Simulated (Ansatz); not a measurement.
# LiNbO3 (R3c): the gap up the ladder of methods

Wanted: a ladder of band gaps for LiNbO3 (R3c), from density functionals to G0W0.

Method: density functionals, hybrids and G0W0, plane waves, PAW, in Ansatz 0.2.0.

## 1. The structure

Symmetry: R3c, No. 161, trigonal system. The conventional cell has a = 5.152 Å, b = 5.152 Å, c = 13.869 Å, α = 90.00°, β = 90.00°, γ = 120.00°. Li has 6 O at 2.07 to 2.24 Å nearest. Nearest to Nb lie 6 O at 1.88 to 2.13 Å. Nearest to O lie 2 Nb at 1.88 to 2.13 Å and 2 Li at 2.07 to 2.24 Å. Farther neighbours and most contacts between anions are not listed.

Coordinates:

```cif
data_structure
_symmetry_space_group_name_H-M 'P 1'
_symmetry_Int_Tables_number 1
_cell_length_a 5.4971
_cell_length_b 5.4971
_cell_length_c 5.4971
_cell_angle_alpha 55.883
_cell_angle_beta 55.883
_cell_angle_gamma 55.883
_cell_volume 106.25
loop_
_atom_site_label
_atom_site_type_symbol
_atom_site_fract_x
_atom_site_fract_y
_atom_site_fract_z
_atom_site_occupancy
Li1 Li 0.28150 0.28150 0.28150 1
Li2 Li 0.78150 0.78150 0.78150 1
Nb3 Nb 0.00006 0.00006 0.00006 1
Nb4 Nb 0.50006 0.50006 0.50006 1
O5 O 0.11231 0.35836 0.71959 1
O6 O 0.71959 0.11231 0.35836 1
O7 O 0.35836 0.71959 0.11231 1
O8 O 0.21959 0.85836 0.61231 1
O9 O 0.85836 0.61231 0.21959 1
O10 O 0.61231 0.21959 0.85836 1
```

The cell and positions come from the Crystallography Open Database and are kept as given unless a step says otherwise. The default PAW set here is soft_2. Its files were made with PBE.

## 2. LDA on the 6×6×6 mesh

This step: DFT, LDA, plane waves, PAW.

File input.yaml:

```yaml
crystal:
  lattice:
    - [2.5758, 1.4871388234, 4.623]
    - [-2.5758, 1.4871388234, 4.623]
    - [0.0, -2.9742776468, 4.623]
  atoms:
    - { symbol: Li, position: [0.2815, 0.2815, 0.2815] }
    - { symbol: Li, position: [0.7815, 0.7815, 0.7815] }
    - { symbol: Nb, position: [5.5e-05, 5.5e-05, 5.5e-05] }
    - { symbol: Nb, position: [0.500055, 0.500055, 0.500055] }
    - { symbol: O, position: [0.11231, 0.35836, 0.71959] }
    - { symbol: O, position: [0.71959, 0.11231, 0.35836] }
    - { symbol: O, position: [0.35836, 0.71959, 0.11231] }
    - { symbol: O, position: [0.21959, 0.85836, 0.61231] }
    - { symbol: O, position: [0.85836, 0.61231, 0.21959] }
    - { symbol: O, position: [0.61231, 0.21959, 0.85836] }
kpoints:
  mp_grid: { grid: [6, 6, 6] }
  band_path:
    path:
      - [0.0, 0.0, 0.0]
      - [-0.5, -0.5, -0.5]
      - [-0.5, -0.23565315, -0.76434685]
      - [-0.23565315, 0.23565315, -0.5]
      - [0.0, 0.0, -0.5]
      - [0.0, 0.36782657, -0.36782657]
      - [-0.36782657, 0.0, -0.63217343]
      - [-0.5, 0.0, -0.5]
      - [-0.15, -0.15, -0.15]
      - [-0.381043913, 0.0, -0.618956087]
    npoints: 1
hamiltonian:
  xc: lda
scf:
  occupations: { method: fixed }
  n_extra_bands: 7
output:
  eigenvalues: true
  forces: true
  stress: true
```

Started as:

```
> ansatz run input.yaml --threads 3 --pin off --max-ram 92160MiB --backend cuda --events-out ev --progress --plain --runs-dir out --devices 1 --max-vram 13GiB
```

Numbers of over 12 decimals in the logs are rounded to 6 here.

What it wrote:

```text
scf.n_extra_bands = 7 over 34 filled bands (N_el = 68.0): the run solves 41 bands
GPUs: using 1 of 1 available (devices: 1).
Engine: ansatz 0.2.0, x86_64-unknown-linux-gnu
Pseudopotentials: kind: paw
Pseudopotential: Li, paw, valence charge 3, recommended cutoff 420 eV (normal), Li.paw.azcp
Pseudopotential: Nb, paw, valence charge 13, recommended cutoff 420 eV (normal), Nb.paw.azcp
Pseudopotential: O, paw, valence charge 6, recommended cutoff 420 eV (normal), O.paw.azcp
Functional definition: SPW92
  exchange = slater_x
  correlation = pw_c
device memory: the entry about to start is reckoned to put 2.3 GiB on a device that reports 23.5 GiB free (of which the cap on the GPU budget leaves the run 13.0 GiB)
GPU FFT provider: cuFFT
GPU libraries: cuBLAS 13.8.2, cuFFT 12.4.0, cuSOLVER 12.3.4
Crystal: 10 atoms, lattice volume = 106.252 Å³
Basis set: ecut = 420 eV, 2091 PW (Γ)
Bands: 41, of which v1, the nominal top of the filled ones, is band 34 counted from 1 (33 counted from 0)
Symmetry: 6 space group operations
Space group: R3c (ITA 161), of the structure as read, at distance tolerance 4.7e-5 Å
k-points: 32 of 216 (time reversal used)
Non-local potential: Li, projectors of the file, l = 0: 3, l = 1: 2, l = 2: 1
Non-local potential: Nb, projectors of the file, l = 0: 3, l = 1: 2, l = 2: 2, l = 3: 1
Non-local potential: O, projectors of the file, l = 0: 2, l = 1: 2, l = 2: 1
PAW form: soft (Blöchl's): semilocal exchange-correlation on the pseudo side does not see the compensation charge
PAW frozen core: Nb, regenerated for the run's functional, and the local potential with it (the file was generated under x = pbe(κ = 0.804, μ = 0.219515), c = pbe(β = 0.066725))
PAW frozen core: O, regenerated for the run's functional, and the local potential with it (the file was generated under x = pbe(κ = 0.804, μ = 0.219515), c = pbe(β = 0.066725))
PAW one-centre angular grid: Li, 110 points (default); XC on 64 Gauss nodes
PAW one-centre angular grid: Nb, 590 points (default); XC on 64 Gauss nodes
PAW one-centre angular grid: O, 110 points (default); XC on 64 Gauss nodes
Initial density: superposition of atomic densities (neutral atoms: chi_scale 0, normalization atom), corrected by the library's trained network
Initial wavefunctions: pseudopotential atomic-orbital guess
GPU buffer pool allocated for 64000 grid points (all kernels)
GPU transforms: local potential and band sums: pruned to the plane-wave sphere, on 40×40×40
Functional: x = slater, c = lda
SCF iter   1: F=—  HF=-12631.446460 eV  |F-HF|=—  |Δ(HF+E_count)|=         —  Δρ=1.88e-2  dr2=3.41e-1  ethr=1.77e-3  ⟨swp⟩=5.0  Hψ=4726  notcnv=0  defer=158
preconditioner: auto → Resta (q_TF=auto, 2.533 Å⁻¹)  ε∞=6.8  [insulator: Δε(μ)=3.347 eV  Ē_g=10.380 eV  n_scr=26 (ndim 8)  ℏωp=25.0 eV  f_vac=0.019  ε∞_Penn≈6.8]
SCF iter   2: F=—  HF=-12631.371131 eV  |F-HF|=—  |Δ(HF+E_count)|=   7.53e-2  Δρ=6.72e-3  dr2=3.38e-2  ethr=5.02e-4  ⟨swp⟩=2.0  Hψ=2185  notcnv=0  defer=158
SCF iter   3: F=—  HF=-12631.363321 eV  |F-HF|=—  |Δ(HF+E_count)|=   7.81e-3  Δρ=2.71e-3  dr2=5.42e-3  ethr=4.96e-5  ⟨swp⟩=2.0  Hψ=1956  notcnv=0  defer=160
SCF iter   4: F=—  HF=-12631.361455 eV  |F-HF|=—  |Δ(HF+E_count)|=   1.87e-3  Δρ=5.32e-4  dr2=2.98e-4  ethr=7.97e-6  ⟨swp⟩=2.0  Hψ=2368  notcnv=0  defer=160
SCF iter   5: F=—  HF=-12631.361243 eV  |F-HF|=—  |Δ(HF+E_count)|=   2.12e-4  Δρ=7.71e-5  dr2=1.10e-5  ethr=4.38e-7  ⟨swp⟩=2.5  Hψ=2001  notcnv=0  defer=32
SCF iter   6: F=—  HF=-12631.361271 eV  |F-HF|=—  |Δ(HF+E_count)|=   2.82e-5  Δρ=2.99e-5  dr2=1.09e-6  ethr=1.62e-8  ⟨swp⟩=2.4  Hψ=2118  notcnv=0  defer=32
SCF iter   7: F=-12631.361271 eV  HF=-12631.361271 eV  |F-HF|=1.80e-8  |Δ(HF+E_count)|=   8.68e-8  Δρ=6.09e-6  dr2=4.74e-8  ethr=1.47e-10  ⟨swp⟩=9.2  Hψ=6705  notcnv=0
SCF 1 converged in 7 iterations: F = -12631.361271 eV  dr2 = 4.74e-8
[...]
device memory: the entry about to start is reckoned to put 2.3 GiB on a device that reports 23.5 GiB free (of which the cap on the GPU budget leaves the run 13.0 GiB)
NSCF: frozen V_eff on 10 k-points
SCF converged after 7 iterations
Free energy (F): -12631.361271 eV
Harris-Foulkes:  -12631.361271 eV  (|F-HF|=1.80e-8)
Internal energy: -12631.361271 eV  (E = F + TS)
E sigma→0 (E₀):  -12631.361271 eV
Fermi energy:    6.893886 eV
--- Per-component energies (eV) ---
  E_band       = -537.862743
  E_kinetic    = 1878.557016
  E_local      = -4299.419957  (includes V_loc(G=0)·N_el)
  E_nonlocal   = 471.200401
  E_hartree    = 1443.254145
  E_xc         = -805.725665
  E_vxc        = -1013.051649  (∫ρ·V_xc dr)
  E_paw        = -6846.760820  (= ΣΔE_a)
  E_vpaw       = -461.670052  (= ΣTr[D̂ρ^β])
  E_aug_tail   = 0.015021  (compensation charges beyond the density's cutoff)
  E_ewald      = -4473.914330
  E_core_change = 1.432918  (= ΣΔE_core)
  E_smearing   = -0.000000  (= −TS)
  E_closure    = -0.000000  (closes the sum)
  Σ components = -12631.361271   (vs F -12631.361271, Δ=0.00e0)
--- Forces (eV/Å), atoms counted from 1 ---
  atom   1  Li     0.00000000    -0.00000000     0.02726636
  atom   2  Li     0.00000000     0.00000000     0.02726636
  atom   3  Nb    -0.00000000    -0.00000000    -0.17210584
  atom   4  Nb    -0.00000000    -0.00000000    -0.17210584
  atom   5  O      0.06181917    -0.01362688     0.04826215
  atom   6  O     -0.01910836     0.06035041     0.04826215
  atom   7  O     -0.04271081    -0.04672353     0.04826215
  atom   8  O      0.04271081    -0.04672353     0.04826215
  atom   9  O     -0.06181917    -0.01362688     0.04826215
  atom  10  O      0.01910836     0.06035041     0.04826215
  max |Σ_I F_I| component: 1.06e-4 eV/Å
--- Stress (GPa, compression-positive) ---
       -5.738270      -0.000000      -0.000000
       -0.000000      -5.738270       0.000000
       -0.000000       0.000000      -5.730622
  P = ⅓ Tr σ = -5.7357 GPa (-57.357 kbar)
--- Band table (eV; the first three rows and the last of 32) ---
  k-point 0: bands = [... 30 lower, 6.2026, 6.4079, 6.8853, 6.8853, 10.4432, 10.4432, 10.9142, 12.0700, ... 3 higher]
  k-point 1: bands = [... 30 lower, 6.3851, 6.4657, 6.7488, 6.8061, 10.4981, 10.5024, 10.9167, 11.9704, ... 3 higher]
  k-point 2: bands = [... 30 lower, 6.4063, 6.5505, 6.6656, 6.8077, 10.5380, 10.7592, 11.2630, 11.5897, ... 3 higher]
  k-point 31: bands = [... 30 lower, 6.5690, 6.5690, 6.5690, 6.5690, 11.5128, 11.5128, 11.7282, 11.7282, ... 3 higher]
```

Run time: 5 s. Hardware: 1 × NVIDIA H100 80GB HBM3 (shared by 6 runs) with 3 threads of AMD EPYC 7R13 (Zen 3), shared host; peak memory 0.93 GiB; 3.9 s of CPU time.

Reading the cycles: dr2 is the Hartree energy of the density residual (eV), the measure of convergence; HF is the Harris–Foulkes estimate of the energy, which meets the free energy F at convergence.

Numbers from this step:

```
pressure             : -5.736 GPa
gap                  : 3.526 eV
valence top at       : k = (-0.150, -0.150, -0.150)
conduction bottom at : k = (-0.381, 0.000, -0.619)
least direct gap     : 3.558 eV
```

Over mesh and listed points the gap is 3.526 eV, from k = (-0.150, -0.150, -0.150) to k = (-0.381, 0.000, -0.619). The least direct gap found is 3.558 eV, at k = Γ. On the 6×6×6 mesh alone the same run gives 3.549 eV, so that mesh misses an edge of LDA: 3.549 − 3.526 = +0.023 eV. The pressure in this cell is -6 GPa; the cell is kept.

## 3. PBE on the 6×6×6 mesh

Levels along a band path and on the mesh show where this functional puts the band edges.

This step: DFT, PBE, plane waves, PAW.

Edit input.yaml of step 2 so:

```diff
@@ -20,17 +20,10 @@
     path:
-      - [0.0, 0.0, 0.0]
-      - [-0.5, -0.5, -0.5]
-      - [-0.5, -0.23565315, -0.76434685]
-      - [-0.23565315, 0.23565315, -0.5]
-      - [0.0, 0.0, -0.5]
-      - [0.0, 0.36782657, -0.36782657]
-      - [-0.36782657, 0.0, -0.63217343]
-      - [-0.5, 0.0, -0.5]
-      - [-0.15, -0.15, -0.15]
-      - [-0.381043913, 0.0, -0.618956087]
-    npoints: 1
+      - [[0.0, 0.0, 0.0], [-0.5, -0.5, -0.5], [-0.5, -0.23565315, -0.76434685]]
+      - [[-0.23565315, 0.23565315, -0.5], [0.0, 0.0, -0.5], [0.0, 0.0, 0.0], [0.0, 0.36782657, -0.36782657]]
+      - [[-0.36782657, 0.0, -0.63217343], [-0.5, 0.0, -0.5], [0.0, 0.0, 0.0]]
+    npoints: 10
 hamiltonian:
-  xc: lda
+  xc: pbe
 scf:
-  occupations: { method: fixed }
+  occupations: { method: fermi_dirac, width: 0.02 }
   n_extra_bands: 7
@@ -40 +33,5 @@
   stress: true
+  write_density: true
+  write_potential: true
+  elf: true
+  volumetric_format: npy
```

What it wrote:

```text
[...]
GPUs: using 1 of 1 available (devices: 1).
[...]
GPU FFT provider: cuFFT
GPU libraries: cuBLAS 13.8.2, cuFFT 12.4.0, cuSOLVER 12.3.4
Crystal: 10 atoms, lattice volume = 106.252 Å³
Basis set: ecut = 420 eV, 2091 PW (Γ), exchange–correlation on 80×80×80 points (8 copies of the dense FFT grid, shifted against one another)
Bands: 41, of which v1, the nominal top of the filled ones, is band 34 counted from 1 (33 counted from 0)
Symmetry: 6 space group operations
[...]
k-points: 32 of 216 (time reversal used)
[...]
GPU buffer pool allocated for 64000 grid points (all kernels)
[...]
SCF iter   1: F=—  HF=-12929.440924 eV  |F-HF|=—  |Δ(HF+E_count)|=         —  Δρ=1.57e-3  dr2=8.91e-4  ethr=1.77e-3  ⟨swp⟩=6.1  Hψ=5258  notcnv=0
[...]
atom   5  O     -0.18833488     0.07343041     0.02750402
  atom   6  O      0.03057484    -0.19981800     0.02750402
  atom   7  O      0.15776004     0.12638759     0.02750402
  atom   8  O     -0.15776004     0.12638759     0.02750402
  atom   9  O      0.18833488     0.07343041     0.02750402
  atom  10  O     -0.03057484    -0.19981800     0.02750402
  max |Σ_I F_I| component: 1.24e-4 eV/Å
--- Stress (GPa, compression-positive) ---
        4.711225       0.000000       0.000000
        0.000000       4.711225       0.000000
        0.000000       0.000000       4.483271
  P = ⅓ Tr σ = 4.6352 GPa (46.352 kbar)
--- Band table (eV; the first three rows and the last of 32) ---
  k-point 0: bands = [... 30 lower, 6.5643, 6.7834, 7.2529, 7.2529, 10.8730, 10.8730, 11.3421, 12.4544, ... 3 higher]
  k-point 1: bands = [... 30 lower, 6.7523, 6.8378, 7.1206, 7.1740, 10.9214, 10.9307, 11.3382, 12.3639, ... 3 higher]
  k-point 2: bands = [... 30 lower, 6.7809, 6.9205, 7.0375, 7.1746, 10.9558, 11.1822, 11.6773, 11.9956, ... 3 higher]
  k-point 31: bands = [... 30 lower, 6.9415, 6.9415, 6.9415, 6.9415, 11.9261, 11.9261, 12.1249, 12.1249, ... 3 higher]
[key lines of the parts left out:]
SCF converged after 6 iterations
Free energy (F): -12929.443342 eV
Fermi energy:    9.053286 eV
```

It took 6.5 s on 1 × NVIDIA H100 80GB HBM3 (shared by 6 runs) with 3 threads; peak memory 0.96 GiB; 6.2 s of CPU time.

This step gave:

| Property | Result |
| --- | --- |
| pressure | 4.635 GPa |
| filled bands | 34 |
| gap | 3.584 eV |
| valence top at | k = (-0.150, -0.150, -0.150) |
| conduction bottom at | k = (-0.381, 0.000, -0.619) |
| least direct gap | 3.620 eV |

Over mesh and path the gap is 3.584 eV, from k = (-0.150, -0.150, -0.150) to k = (-0.381, 0.000, -0.619). The least direct gap found is 3.620 eV, at k = Γ. On the 6×6×6 mesh alone the same run gives 3.608 eV, so that mesh misses an edge of PBE: 3.608 − 3.584 = +0.024 eV. The pressure in this cell is 5 GPa; the cell is kept. PBE against LDA: 3.584 − 3.526 = +0.058 eV, with the same mesh, files and cutoff, and both edges at the same k points.

## 4. PBE+SOC on the 6×6×6 mesh

This run has two-component orbitals with spin-orbit coupling.

This step: DFT, PBE with spin-orbit coupling, plane waves, PAW.

input.yaml, the sections that differ from step 3:

```yaml
kpoints:
  mp_grid: { grid: [6, 6, 6] }
  band_path:
    path:
      - [0.0, 0.0, 0.0]
      - [-0.5, -0.5, -0.5]
      - [-0.5, -0.23565315, -0.76434685]
      - [-0.23565315, 0.23565315, -0.5]
      - [0.0, 0.0, -0.5]
      - [0.0, 0.36782657, -0.36782657]
      - [-0.36782657, 0.0, -0.63217343]
      - [-0.5, 0.0, -0.5]
      - [-0.15, -0.15, -0.15]
      - [-0.381043913, 0.0, -0.618956087]
    npoints: 1
scf:
  occupations: { method: fixed }
  n_extra_bands: 14
magnetization:
  noncollinear: true
  spin_orbit: true
output:
  eigenvalues: true
  forces: true
  stress: true
# crystal, hamiltonian: as in step 3
```

What it wrote:

```text
[...]
GPUs: using 1 of 1 available (devices: 1).
[...]
non-collinear run that drives no moment, with spin-orbit: no starting moment large enough to seed its density (crystal.atoms[].spin), no starting occupations that ask for one, no magnetisation constraint and no magnetic field, so the semilocal B_xc is pinned to zero
[...]
k-point 1: bands = [... 64 lower, 7.1204, 7.1211, 7.1719, 7.1792, 10.8776, 10.9040, 10.9542, 10.9666, ... 10 higher]
  k-point 2: bands = [... 64 lower, 7.0381, 7.0388, 7.1668, 7.1848, 10.9189, 10.9898, 11.1590, 11.2071, ... 10 higher]
  k-point 31: bands = [... 64 lower, 6.9518, 6.9518, 6.9577, 6.9577, 11.9137, 11.9137, 11.9137, 11.9137, ... 10 higher]
[key lines of the parts left out:]
SCF converged after 9 iterations
Magnetization: |M| = 0.0000 μB,  M = (+0.0000, +0.0000, +0.0000) μB
Free energy (F): -12931.453266 eV
Fermi energy:    7.272343 eV
P = ⅓ Tr σ = 4.6246 GPa (46.246 kbar)
```

The job ended after 15 s (1 × NVIDIA H100 80GB HBM3 (shared by 6 runs) with 3 threads; peak memory 0.99 GiB; 24 s of CPU time).

This step gave:

```
pressure             : 4.625 GPa
gap                  : 3.543 eV
valence top at       : k = (-0.150, -0.150, -0.150)
conduction bottom at : k = (-0.381, 0.000, -0.619)
least direct gap     : 3.595 eV
```

Over mesh and listed points the gap is 3.543 eV, from k = (-0.150, -0.150, -0.150) to k = (-0.381, 0.000, -0.619). The least direct gap found is 3.595 eV, at k = Γ. On the 6×6×6 mesh alone the same run gives 3.571 eV, so that mesh misses an edge of PBE+SOC: 3.571 − 3.543 = +0.028 eV. The pressure in this cell is 5 GPa; the cell is kept. PBE+SOC against PBE: 3.543 − 3.584 = −0.041 eV, with the same mesh, set of files (read in its fully relativistic form for the spin-orbit run) and cutoff, and both edges at the same k points. The spin-orbit run sees mesh and listed points alone, so its gap is an upper bound: the coupling can move an edge off these points, the more so as this crystal has no centre of inversion, and the change over the zone, its sign included where it is small, is not known.

## 5. r2SCAN on the 6×6×6 mesh

r2SCAN is a meta-GGA: it depends on the kinetic-energy density as well as on the density and its gradient.

This step: DFT, r2SCAN, plane waves, PAW.

Edit input.yaml of step 4 so:

```diff
@@ -32,9 +32,6 @@
 hamiltonian:
-  xc: pbe
+  xc: r2scan
 scf:
   occupations: { method: fixed }
-  n_extra_bands: 14
-magnetization:
-  noncollinear: true
-  spin_orbit: true
+  n_extra_bands: 7
 output:
```

What it wrote:

```text
[...]
GPUs: using 1 of 1 available (devices: 1).
[...]
GPU FFT provider: cuFFT
GPU libraries: cuBLAS 13.8.2, cuFFT 12.4.0, cuSOLVER 12.3.4
Crystal: 10 atoms, lattice volume = 106.252 Å³
Basis set: ecut = 500 eV, 2681 PW (Γ), exchange–correlation on 180×180×180 points (64 copies of the dense FFT grid, shifted against one another)
[...]
k-point 0: bands = [... 30 lower, 6.1772, 6.3917, 6.8630, 6.8630, 10.9019, 10.9019, 11.3697, 12.4971, ... 3 higher]
  k-point 1: bands = [... 30 lower, 6.3520, 6.4417, 6.7334, 6.7876, 10.9464, 10.9598, 11.3680, 12.4037, ... 3 higher]
  k-point 2: bands = [... 30 lower, 6.3785, 6.5266, 6.6518, 6.7875, 10.9796, 11.2113, 11.7134, 12.0332, ... 3 higher]
  k-point 31: bands = [... 30 lower, 6.5484, 6.5484, 6.5484, 6.5484, 11.9705, 11.9705, 12.1622, 12.1622, ... 3 higher]
[key lines of the parts left out:]
SCF converged after 7 iterations
Free energy (F): -12961.387872 eV
Fermi energy:    6.871077 eV
P = ⅓ Tr σ = 0.4481 GPa (4.481 kbar)
```

Elapsed: 14 s, on 1 × NVIDIA H100 80GB HBM3 (shared by 6 runs) with 3 threads; peak memory 1.2 GiB; 14 s of CPU time.

Numbers from this step:

```yaml
pressure: 0.4481 GPa
gap: 4.000 eV
valence_top_at: k = (-0.150, -0.150, -0.150)
conduction_bottom_at: k = (-0.381, 0.000, -0.619)
least_direct_gap: 4.039 eV
```

Over mesh and listed points the gap is 4.000 eV, from k = (-0.150, -0.150, -0.150) to k = (-0.381, 0.000, -0.619). The least direct gap found is 4.039 eV, at k = Γ. On the 6×6×6 mesh alone the same run gives 4.023 eV, so that mesh misses an edge of r2SCAN: 4.023 − 4.000 = +0.023 eV. r2SCAN against PBE: 4.000 − 3.584 = +0.416 eV. The runs also differ in plane-wave cutoff (420 eV and 500 eV), so how much of this comes from the functional alone is not known.

(Part 1 of 3 ends here.)

[Paths, hosts, dates, memory and timing lines, banners, echoed tables and standing remarks are left out of the program output.]

[Logs are printed without paths, hosts, clocks, repeated set-up lines and the standing remarks that a program may print on its own settings, such as how far it seeks lower states.]

[Runs of the session that timed out or met a known fault of the program may be left out.]

[Cells called generated may have been cut or substituted from an entry of the Crystallography Open Database or the Materials Project.]

[Hosts, paths, dates, database ids (printed as entryN), source tags and the programs' standing remarks are cut or masked in the printed files.]

[Where an RPA ε∞ is given, it is that of the G0W0 mesh and is not shown converged in it. Names of k-points follow the symmetry that the program found, which can be lower than the space group named. Band edges on a path are those of the sampled points; other points can move an edge, and change direct to indirect where valleys lie close.]

[Hybrid gaps are those of their k-mesh and are not shown converged in it.]
